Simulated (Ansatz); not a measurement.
## A hypothetical structure for Si3PtW

This structure for Si3PtW is made up. Its elements were placed in a known structure type with a cell scaled to their sizes. What cell does the guess relax to, and how far off was it?

Calculated with Ansatz 0.2.0; DFT, PBE, plane-wave PAW, files of the set soft_1, scalar-relativistic, no spin, cell and ions relaxed at zero pressure; PAW set soft_1.

**1. Set-up**

It takes space group I4mm (No. 107, tetragonal). Conventional cell: a = 4.011 Å, b = 4.011 Å, c = 9.659 Å, α = 90.00°, β = 90.00°, γ = 90.00°. Pt has 5 Si at 2.17 to 2.25 Å and 5 W at 3.24 to 3.27 Å nearest. W has 12 Si at 2.90 to 3.27 Å and 5 Pt at 3.24 to 3.27 Å nearest. Si has 2 Pt at 2.25 Å and 6 Si at 2.59 to 2.84 Å and 4 W at 3.01 to 3.27 Å nearest. Nearest to Si lie 1 Pt at 2.17 Å and 4 Si at 2.59 Å and 4 W at 2.90 Å. Farther neighbours are not listed.

Structure file:

```cif
data_structure
_symmetry_space_group_name_H-M 'P 1'
_symmetry_Int_Tables_number 1
_cell_length_a 5.6007
_cell_length_b 5.6007
_cell_length_c 5.6007
_cell_angle_alpha 138.036
_cell_angle_beta 138.036
_cell_angle_gamma 60.849
_cell_volume 77.70
loop_
_atom_site_label
_atom_site_type_symbol
_atom_site_fract_x
_atom_site_fract_y
_atom_site_fract_z
_atom_site_occupancy
Pt1 Pt 0.65790 0.65790 0.00000 1
W2 W 0.99680 0.99680 0.00000 1
Si3 Si 0.76400 0.26400 0.50000 1
Si4 Si 0.26400 0.76400 0.50000 1
Si5 Si 0.43310 0.43310 0.00000 1
```

**2. Relaxing cell and atoms**

The guess takes its coordinates from another compound and its volume from a rule, so the cell and any free coordinates are relaxed together.

input.yaml

```yaml
crystal:
  lattice:
    - [-2.0055, 2.0055, 4.8295]
    - [2.0055, -2.0055, 4.8295]
    - [2.0055, 2.0055, -4.8295]
  atoms:
    - { symbol: Pt, position: [0.6579, 0.6579, 0.0] }
    - { symbol: W, position: [0.9968, 0.9968, 0.0] }
    - { symbol: Si, position: [0.764, 0.264, 0.5] }
    - { symbol: Si, position: [0.264, 0.764, 0.5] }
    - { symbol: Si, position: [0.4331, 0.4331, 0.0] }
kpoints:
  mp_grid: { grid: [9, 9, 9] }
scf:
  occupations: { method: fermi_dirac, width: 0.05 }
hamiltonian:
  xc: pbe
  pseudopotentials: { kind: paw, azcp: { folder: soft_1 } }
relax:
  f_tol: 0.015
  max_steps: 70
  cell: {}
output:
  forces: true
  stress: true
```

On the command line:

```sh
> ansatz run input.yaml --threads 4 --pin off --max-ram 8192MiB --backend cpu --events-out ev --progress --plain --runs-dir out
```

Numbers of over 12 decimals in the logs are rounded to 6 here.

The log of the run:

```text
Engine: ansatz 0.2.0, aarch64-unknown-linux-gnu
Pseudopotentials: kind: paw
Pseudopotential: Pt, paw, valence charge 18, recommended cutoff 420 eV (normal), soft_1/Pt.paw.azcp
Pseudopotential: W, paw, valence charge 14, recommended cutoff 420 eV (normal), soft_1/W.paw.azcp
Pseudopotential: Si, paw, valence charge 4, recommended cutoff 420 eV (normal), soft_1/Si.paw.azcp
Functional definition: PBE
  parameter kappa = 0.804
  parameter beta = 0.066725
  exchange = pbe_x(kappa = kappa, mu = beta*pi^2/3)
  correlation = pbe_c(beta = beta)
Crystal: 5 atoms, lattice volume = 77.698 Å³
Basis set: ecut = 420 eV, 1509 PW (Γ), exchange–correlation on 80×80×80 points (8 copies of the dense FFT grid, shifted against one another)
Bands: 27, of which v1, the nominal top of the filled ones, is band 22 counted from 1 (21 counted from 0)
Symmetry: 8 space group operations
Space group: I4mm (ITA 107), of the structure as read, at distance tolerance 4.3e-5 Å
k-points: 75 of 729 (time reversal used)
Non-local potential: Pt, projectors of the file, l = 0: 3, l = 1: 2, l = 2: 2, l = 3: 1
Non-local potential: W, projectors of the file, l = 0: 3, l = 1: 2, l = 2: 2, l = 3: 1
Non-local potential: Si, projectors of the file, l = 0: 2, l = 1: 2, l = 2: 1
PAW form: soft (Blöchl's): semilocal exchange-correlation on the pseudo side does not see the compensation charge
PAW one-centre angular grid: Pt, 590 points (default); XC on 64 Gauss nodes
PAW one-centre angular grid: W, 590 points (default); XC on 64 Gauss nodes
PAW one-centre angular grid: Si, 110 points (default); XC on 64 Gauss nodes
Initial density: superposition of atomic densities (chi_scale 0.1, normalization cell, long waves kept (reshape's long-wave potential 0.00 eV rms))
Initial wavefunctions: pseudopotential atomic-orbital guess
Functional: x = pbe(κ = 0.804, μ = 0.219515), c = pbe(β = 0.066725)
SCF iter   1: F=—  HF=-24817.131299 eV  |F-HF|=—  |Δ(HF+E_count)|=         —  Δρ=9.66e-2  dr2=1.25e1  ethr=3.10e-3  ⟨swp⟩=6.1  Hψ=9447  notcnv=0
preconditioner: auto → Kerker (q_TF=auto, 2.482 Å⁻¹)  [metal: Δε(μ)=0.005 eV  Ē_g=6.904 eV  σ=0.050 eV  W_gap=0.02  n_scr=14 (ndim 8)  ℏωp=22.3 eV  f_vac=0.000  D(μ)=4.72/eV (n_scr^D=36)]
SCF iter   2: F=—  HF=-24815.154282 eV  |F-HF|=—  |Δ(HF+E_count)|=    1.98e0  Δρ=4.22e-2  dr2=2.58e0  ethr=3.10e-3  ⟨swp⟩=2.5  Hψ=4501  notcnv=0
SCF iter   3: F=—  HF=-24814.699772 eV  |F-HF|=—  |Δ(HF+E_count)|=   4.55e-1  Δρ=8.29e-3  dr2=8.13e-2  ethr=3.10e-3  ⟨swp⟩=2.1  Hψ=3312  notcnv=0
SCF iter   4: F=—  HF=-24814.683984 eV  |F-HF|=—  |Δ(HF+E_count)|=   1.58e-2  Δρ=1.66e-3  dr2=4.46e-3  ethr=1.85e-4  ⟨swp⟩=2.7  Hψ=3544  notcnv=0
SCF iter   5: F=—  HF=-24814.682891 eV  |F-HF|=—  |Δ(HF+E_count)|=   1.09e-3  Δρ=4.29e-4  dr2=2.54e-4  ethr=1.01e-5  ⟨swp⟩=2.2  Hψ=2856  notcnv=0
SCF iter   6: F=—  HF=-24814.682856 eV  |F-HF|=—  |Δ(HF+E_count)|=   3.49e-5  Δρ=1.01e-4  dr2=1.06e-5  ethr=5.78e-7  ⟨swp⟩=2.1  Hψ=2728  notcnv=0
SCF iter   7: F=—  HF=-24814.682852 eV  |F-HF|=—  |Δ(HF+E_count)|=   3.47e-6  Δρ=2.84e-5  dr2=6.93e-7  ethr=2.42e-8  ⟨swp⟩=2.4  Hψ=3264  notcnv=0
SCF iter   8: F=-24814.682852 eV  HF=-24814.682852 eV  |F-HF|=5.70e-9  |Δ(HF+E_count)|=   8.61e-8  Δρ=4.42e-6  dr2=1.93e-8  ethr=2.27e-10  ⟨swp⟩=4.1  Hψ=6823  notcnv=0
SCF 1 converged in 8 iterations: F = -24814.682852 eV  dr2 = 1.93e-8
  greatest PAW one-centre occupation: 1.000 electrons in one spin orbital (limit 2), on the Pt atom at site 0 (counted from 0), in its partial waves of l = 0
relax step   1: F+E_penalty+E_count = -24814.68285230 eV  Δ(F+E_penalty+E_count) = +0.000e0 eV  max|allowed force component| = 3.227e0 eV/Å  Δτ_max = 0.0000 Å  P = +7.068 GPa  Ω = 77.698 Å³  (8 SCF iters, dr2 threshold 1.00e-7 eV, accepted)
Crystal: 5 atoms, lattice volume = 79.006 Å³
Basis set: ecut = 420 eV, 1573 PW (Γ), exchange–correlation on 80×80×80 points (8 copies of the dense FFT grid, shifted against one another)
Initial density: handed on by an earlier stage of this run
Initial wavefunctions: those handed on with the density
iter 1 solved again at ethr=7.98e-4 eV; its pass at ethr=3.10e-3 eV (dr2=3.51e-1 eV) is discarded
SCF iter   1: F=—  HF=-24816.044849 eV  |F-HF|=—  |Δ(HF+E_count)|=         —  Δρ=1.52e-2  dr2=3.56e-1  ethr=7.98e-4  ⟨swp⟩=1.0  Hψ=11277  notcnv=0
preconditioner: auto → Kerker (q_TF=auto, 2.475 Å⁻¹)  [metal: Δε(μ)=0.039 eV  Ē_g=6.813 eV  σ=0.050 eV  W_gap=0.19  n_scr=14 (ndim 8)  ℏωp=22.1 eV  f_vac=0.000  D(μ)=1.73/eV (n_scr^D=10)]
SCF iter   2: F=—  HF=-24815.990744 eV  |F-HF|=—  |Δ(HF+E_count)|=   5.41e-2  Δρ=8.97e-3  dr2=1.53e-1  ethr=7.98e-4  ⟨swp⟩=1.1  Hψ=2032  notcnv=0
SCF iter   3: F=—  HF=-24815.951335 eV  |F-HF|=—  |Δ(HF+E_count)|=   3.94e-2  Δρ=1.33e-3  dr2=1.33e-3  ethr=3.47e-4  ⟨swp⟩=2.6  Hψ=3437  notcnv=0
SCF iter   4: F=—  HF=-24815.951130 eV  |F-HF|=—  |Δ(HF+E_count)|=   2.05e-4  Δρ=3.20e-4  dr2=1.41e-4  ethr=3.03e-6  ⟨swp⟩=2.1  Hψ=3213  notcnv=0
SCF iter   5: F=—  HF=-24815.951123 eV  |F-HF|=—  |Δ(HF+E_count)|=   6.69e-6  Δρ=9.19e-5  dr2=8.28e-6  ethr=3.21e-7  ⟨swp⟩=2.2  Hψ=2908  notcnv=0
SCF iter   6: F=-24815.951123 eV  HF=-24815.951123 eV  |F-HF|=6.16e-8  |Δ(HF+E_count)|=   3.52e-8  Δρ=2.21e-5  dr2=3.99e-7  ethr=1.14e-9  ⟨swp⟩=3.1  Hψ=8334  notcnv=0
SCF 2 converged in 6 iterations: F = -24815.951123 eV  dr2 = 3.99e-7
relax step   2: F+E_penalty+E_count = -24815.95112300 eV  Δ(F+E_penalty+E_count) = -1.268e0 eV  max|allowed force component| = 2.124e0 eV/Å  Δτ_max = 0.1950 Å  P = +0.062 GPa  Ω = 79.006 Å³  energy of the carried Pulay correction = -2.975e-4 eV  (6 SCF iters, dr2 threshold 5.00e-7 eV, accepted)
Crystal: 5 atoms, lattice volume = 78.494 Å³
Basis set: ecut = 420 eV, 1557 PW (Γ), exchange–correlation on 80×80×80 points (8 copies of the dense FFT grid, shifted against one another)
iter 1 solved again at ethr=6.57e-4 eV; its pass at ethr=3.10e-3 eV (dr2=2.89e-1 eV) is discarded
SCF iter   1: F=—  HF=-24816.571987 eV  |F-HF|=—  |Δ(HF+E_count)|=         —  Δρ=1.58e-2  dr2=2.96e-1  ethr=6.57e-4  ⟨swp⟩=1.0  Hψ=10544  notcnv=0
preconditioner: auto → Kerker (q_TF=auto, 2.477 Å⁻¹)  [metal: Δε(μ)=0.107 eV  Ē_g=6.966 eV  σ=0.050 eV  W_gap=0.49  n_scr=14 (ndim 8)  ℏωp=22.2 eV  f_vac=0.000  D(μ)=0.62/eV (n_scr^D=0)]
SCF iter   2: F=—  HF=-24816.523802 eV  |F-HF|=—  |Δ(HF+E_count)|=   4.82e-2  Δρ=9.27e-3  dr2=1.23e-1  ethr=6.57e-4  ⟨swp⟩=1.2  Hψ=2040  notcnv=0
preconditioner: auto → none  [insulator: Δε(μ)=0.113 eV  Ē_g=6.965 eV  σ=0.050 eV  W_gap=0.51  n_scr=14 (ndim 8)  ℏωp=22.2 eV  f_vac=0.000  D(μ)=0.70/eV (n_scr^D=0)  ε∞_Penn≈11.1]
SCF iter   3: F=—  HF=-24816.491394 eV  |F-HF|=—  |Δ(HF+E_count)|=   3.24e-2  Δρ=1.39e-3  dr2=3.60e-3  ethr=2.80e-4  ⟨swp⟩=3.0  Hψ=3695  notcnv=0
SCF iter   4: F=—  HF=-24816.490469 eV  |F-HF|=—  |Δ(HF+E_count)|=   9.25e-4  Δρ=3.22e-4  dr2=1.09e-4  ethr=8.19e-6  ⟨swp⟩=2.0  Hψ=3292  notcnv=0
SCF iter   5: F=—  HF=-24816.490456 eV  |F-HF|=—  |Δ(HF+E_count)|=   1.33e-5  Δρ=1.38e-4  dr2=4.41e-5  ethr=2.47e-7  ⟨swp⟩=2.0  Hψ=3120  notcnv=0
SCF iter   6: F=-24816.490445 eV  HF=-24816.490445 eV  |F-HF|=1.62e-7  |Δ(HF+E_count)|=   1.08e-5  Δρ=2.57e-5  dr2=4.28e-7  ethr=1.14e-9  ⟨swp⟩=4.0  Hψ=9022  notcnv=0
SCF 3 converged in 6 iterations: F = -24816.490445 eV  dr2 = 4.28e-7
relax step   3: F+E_penalty+E_count = -24816.49044507 eV  Δ(F+E_penalty+E_count) = -5.393e-1 eV  max|allowed force component| = 1.067e0 eV/Å  Δτ_max = 0.1961 Å  P = +4.711 GPa  Ω = 78.494 Å³  energy of the carried Pulay correction = -1.816e-4 eV  (6 SCF iters, dr2 threshold 5.00e-7 eV, accepted)
[...]
relax step   4: F+E_penalty+E_count = -24816.60195602 eV  Δ(F+E_penalty+E_count) = -1.115e-1 eV  max|allowed force component| = 4.311e-1 eV/Å  Δτ_max = 0.0914 Å  P = +2.710 GPa  Ω = 80.416 Å³  energy of the carried Pulay correction = -6.126e-4 eV  (6 SCF iters, dr2 threshold 5.00e-7 eV, accepted)
[...]
relax step   5: F+E_penalty+E_count = -24816.61689497 eV  Δ(F+E_penalty+E_count) = -1.494e-2 eV  max|allowed force component| = 1.129e-1 eV/Å  Δτ_max = 0.0138 Å  P = -1.041 GPa  Ω = 82.157 Å³  energy of the carried Pulay correction = -9.938e-4 eV  (6 SCF iters, dr2 threshold 5.00e-7 eV, accepted)
[...]
relax step   6: F+E_penalty+E_count = -24816.61909606 eV  Δ(F+E_penalty+E_count) = -2.201e-3 eV  max|allowed force component| = 4.639e-2 eV/Å  Δτ_max = 0.0077 Å  P = +0.080 GPa  Ω = 81.576 Å³  energy of the carried Pulay correction = -8.676e-4 eV  (6 SCF iters, dr2 threshold 5.00e-7 eV, accepted)
[...]
relax step   7: F+E_penalty+E_count = -24816.61917293 eV  Δ(F+E_penalty+E_count) = -7.687e-5 eV  max|allowed force component| = 1.696e-3 eV/Å  Δτ_max = 0.0024 Å  P = -0.040 GPa  Ω = 81.658 Å³  energy of the carried Pulay correction = -8.854e-4 eV  (6 SCF iters, dr2 threshold 1.34e-7 eV, accepted)
[...]
relax step   8: F+E_penalty+E_count = -24816.61918534 eV  Δ(F+E_penalty+E_count) = -1.240e-5 eV  max|allowed force component| = 1.152e-3 eV/Å  Δτ_max = 0.0002 Å  P = -0.001 GPa  Ω = 81.629 Å³  energy of the carried Pulay correction = -8.792e-4 eV  (6 SCF iters, dr2 threshold 7.34e-9 eV, accepted)
Initial wavefunctions: pseudopotential atomic-orbital guess (no wavefunctions were taken with the density)
iter 1 solved again at ethr=1.01e-6 eV; its pass at ethr=3.10e-3 eV (dr2=4.47e-4 eV) is discarded
SCF iter   1: F=—  HF=-24816.619369 eV  |F-HF|=—  |Δ(HF+E_count)|=         —  Δρ=4.82e-4  dr2=5.06e-6  ethr=1.01e-6  ⟨swp⟩=3.1  Hψ=14742  notcnv=0
preconditioner: auto → Kerker (q_TF=auto, 2.461 Å⁻¹)  [metal: Δε(μ)=0.036 eV  Ē_g=6.763 eV  σ=0.050 eV  W_gap=0.17  n_scr=22 (ndim 8)  ℏωp=21.7 eV  f_vac=0.000  D(μ)=1.02/eV (n_scr^D=2)]
SCF iter   2: F=—  HF=-24816.619876 eV  |F-HF|=—  |Δ(HF+E_count)|=   5.07e-4  Δρ=2.45e-4  dr2=1.30e-6  ethr=1.15e-8  ⟨swp⟩=1.9  Hψ=2583  notcnv=0
SCF iter   3: F=—  HF=-24816.620052 eV  |F-HF|=—  |Δ(HF+E_count)|=   1.77e-4  Δρ=2.98e-6  dr2=3.82e-9  ethr=2.95e-9  ⟨swp⟩=2.0  Hψ=3578  notcnv=0
SCF iter   4: F=—  HF=-24816.620052 eV  |F-HF|=—  |Δ(HF+E_count)|=   4.69e-9  Δρ=6.83e-7  dr2=4.29e-10  ethr=8.69e-12  ⟨swp⟩=2.1  Hψ=3052  notcnv=0
iter 5 did not close the SCF: its close was put off for the readings that it lacked (scf_convergence_deferred on its scf_iter line)
SCF iter   5: F=-24816.620052 eV  HF=-24816.620052 eV  |F-HF|=7.28e-12  |Δ(HF+E_count)|=  8.73e-11  Δρ=2.17e-7  dr2=4.35e-11  ethr=1.00e-12  ⟨swp⟩=2.3  Hψ=2983  notcnv=0
SCF iter   6: F=-24816.620052 eV  HF=-24816.620052 eV  |F-HF|=0.00e0  |Δ(HF+E_count)|=  7.28e-12  Δρ=4.20e-8  dr2=2.66e-12  ethr=1.00e-12  ⟨swp⟩=3.0  Hψ=6973  notcnv=0
SCF 9 converged in 6 iterations: F = -24816.620052 eV  dr2 = 2.66e-12
relax step   9: F+E_penalty+E_count = -24816.62005236 eV  Δ(F+E_penalty+E_count) = -8.670e-4 eV  max|allowed force component| = 1.050e-3 eV/Å  Δτ_max = 0.0000 Å  P = -0.005 GPa  Ω = 81.629 Å³  stress off target by 8.18e-3 GPa  SCF on the basis re-selected at this cell (its energy is not comparable with the rows above)  (6 SCF iters)
basis re-selected at this cell: Δ(F+E_penalty+E_count) = -8.670e-4 eV, ΔP = -0.004 GPa vs the last step (what re-selecting the basis moved, of the pressure what is left beyond the Pulay correction that the steps carried, after the strain that the cell walked since its last selection, with what the two solves' SCF thresholds leave and, on support functions, any second-order correction that the steps lacked; it is no m [...]
SCF converged after 6 iterations
Free energy (F): -24816.620052 eV
Harris-Foulkes:  -24816.620052 eV  (|F-HF|=0.00e0)
Internal energy: -24816.611393 eV  (E = F + TS)
E sigma→0 (E₀):  -24816.615723 eV
Entropy (-TS):   -0.008659 eV (-1.732 meV/atom)
Fermi energy:    14.222080 eV
--- Per-component energies (eV) ---
  E_band       = -416.661211
  E_kinetic    = 1149.888913
  E_local      = -3461.715377  (includes V_loc(G=0)·N_el)
  E_nonlocal   = 244.485994
  E_hartree    = 1392.824502
  E_xc         = -672.282396
  E_vxc        = -650.067934  (∫ρ·V_xc dr)
  E_paw        = -19596.224770  (= ΣΔE_a)
  E_vpaw       = -484.903261  (= ΣTr[D̂ρ^β])
  E_aug_tail   = 0.001404  (compensation charges beyond the density's cutoff)
  E_ewald      = -3873.589664
  E_smearing   = -0.008659  (= −TS)
  E_closure    = 0.000000  (closes the sum)
  Σ components = -24816.620052   (vs F -24816.620052, Δ=0.00e0)
--- Forces (eV/Å), atoms counted from 1 ---
  atom   1  Pt     0.00000000     0.00000000     0.00105026
  atom   2  W      0.00000000    -0.00000000    -0.00027240
  atom   3  Si     0.00000000     0.00000000    -0.00015174
  atom   4  Si     0.00000000     0.00000000    -0.00015174
  atom   5  Si    -0.00000000    -0.00000000    -0.00047415
  max |Σ_I F_I| component: 2.34e-7 eV/Å
--- Stress (GPa, compression-positive) ---
       -0.008178       0.000000       0.000000
        0.000000      -0.008178       0.000000
        0.000000       0.000000       0.000340
  P = ⅓ Tr σ = -0.0053 GPa (-0.053 kbar)
--- Relaxed structure (8 steps of the walk, 8 accepted, 1 SCFs on fresh bases) ---
  F+E_penalty+E_count = -24816.62005236 eV   max|allowed force component| = 1.050e-3 eV/Å   (the final SCF, on the basis selected at the relaxed cell)
  cell:  # Å, volume = 81.6293 Å³
    - [-2.011103, 2.011103, 5.045654]
    - [2.011103, -2.011103, 5.045654]
    - [2.011103, 2.011103, -5.045654]
  atoms:
    - { symbol: Pt, position: [0.654319, 0.654319, 1.2353947809755797e-17] }
    - { symbol: W, position: [0.946715, 0.946715, -3.135188103413891e-18] }
    - { symbol: Si, position: [0.792974, 0.292974, 0.5] }
    - { symbol: Si, position: [0.292974, 0.792974, 0.5] }
    - { symbol: Si, position: [0.428818, 0.428818, 7.190611290818417e-18] }
```

The job ended after 31 s (4 threads of Arm Neoverse V2, shared host; peak memory 0.47 GiB; 2 min of CPU time).

Relaxation path:

| step | energy less that of the first step (eV) | largest force component (eV/Å) | pressure (GPa) | volume (Å³) |
| --- | --- | --- | --- | --- |
| 1 | 0.0000 | 3.2272 | 7.07 | 77.70 |
| 2 | -1.2683 | 2.1243 | 0.06 | 79.01 |
| 3 | -1.8076 | 1.0671 | 4.71 | 78.49 |
| 4 | -1.9191 | 0.4311 | 2.71 | 80.42 |
| 5 | -1.9340 | 0.1129 | -1.04 | 82.16 |
| 6 | -1.9362 | 0.0464 | 0.08 | 81.58 |
| 7 | -1.9363 | 0.0017 | -0.04 | 81.66 |
| 8 | -1.9363 | 0.0012 | 0.00 | 81.63 |
| 9* | -1.9372 | 0.0010 | -0.01 | 81.63 |

Relaxation steps marked * repeat the geometry before them on a plane-wave basis chosen anew for their cell, so energy and pressure can jump there.

The run keeps the 8 symmetry operations that it works with, so distortions that break them were not tested.

| conventional cell, symmetrised | before | after | change |
| --- | --- | --- | --- |
| a (Å) | 4.011 | 4.022 | +0.3 % |
| b (Å) | 4.011 | 4.022 | +0.3 % |
| c (Å) | 9.659 | 10.091 | +4.5 % |
| volume (Å³/atom) | 15.54 | 16.33 | +5.1 % |

The atoms that moved most (Å, as changes of fractional coordinates times the final cell):

| atom | dx | dy | dz | length |
| --- | --- | --- | --- | --- |
| W2 | 0.000 | 0.000 | -0.505 | 0.505 |
| Si3 | 0.000 | 0.000 | 0.292 | 0.292 |
| Si4 | 0.000 | 0.000 | 0.292 | 0.292 |
| Si5 | 0.000 | 0.000 | -0.043 | 0.043 |
| Pt1 | 0.000 | 0.000 | -0.036 | 0.036 |

Final coordinates:

```
Pt W Si
1.0
    -2.01110    2.01110    5.04565
     2.01110   -2.01110    5.04565
     2.01110    2.01110   -5.04565
Pt W Si
1 1 3
Cartesian
  0.0000 0.0000 6.6029
  0.0000 0.0000 9.5536
  0.0000 2.0111 2.9565
  2.0111 0.0000 2.9565
  0.0000 0.0000 4.3273
```

This step gave:

* free energy: -24816.6201 eV
* energy at zero smearing: -24816.6157 eV
* smearing term TS: 0.008659 eV
* Fermi energy: 14.22 eV
* electrons: 44
* symmetry operations: 8
* pressure: -0.005339 GPa

Shortest distances by pair of elements, guess and relaxed (not always the same contact):

| pair | guess (Å) | relaxed (Å) |
| --- | --- | --- |
| Pt–Si | 2.171 | 2.276 |
| Si–Si | 2.586 | 2.434 |
| Si–W | 2.902 | 2.540 |
| Pt–W | 3.235 | 2.951 |
| Pt–Pt | 4.011 | 4.022 |

The relaxation ends with a largest force component of 0.0010 eV/Å and a pressure of -0.01 GPa.

**3. Summary of results**

| Quantity | Value |
| --- | --- |
| space group, relaxed | I4mm |
| conventional cell | a = 4.022, b = 4.022, c = 10.091 Å; α = 90.0°, β = 90.0°, γ = 90.0° |
| volume per atom | 16.33 Å³ (guess 15.54) |

In words: Si3PtW relaxes to I4mm with a = 4.022, b = 4.022 and c = 10.091 Å. The guessed volume was 5 % too small. The space group I4mm was held in the relaxation, so the end point is a stationary structure within it and may be a saddle against distortions or other arrangements. Mesh and cutoff weren't tested. Spin-orbit coupling is left out, which can matter for elements this heavy. No dispersion term is used, so weakly bound directions may come out too long. The runs have no spin, and magnetism wasn't tested. Nothing here tests whether the compound is stable against decomposition.

[Logs are printed without paths, hosts, clocks, repeated set-up lines and the standing remarks that a program may print on its own settings, such as how far it seeks lower states.]

[Hosts, paths, dates, database ids (printed as entryN), source tags and the programs' standing remarks are cut or masked in the printed files.]
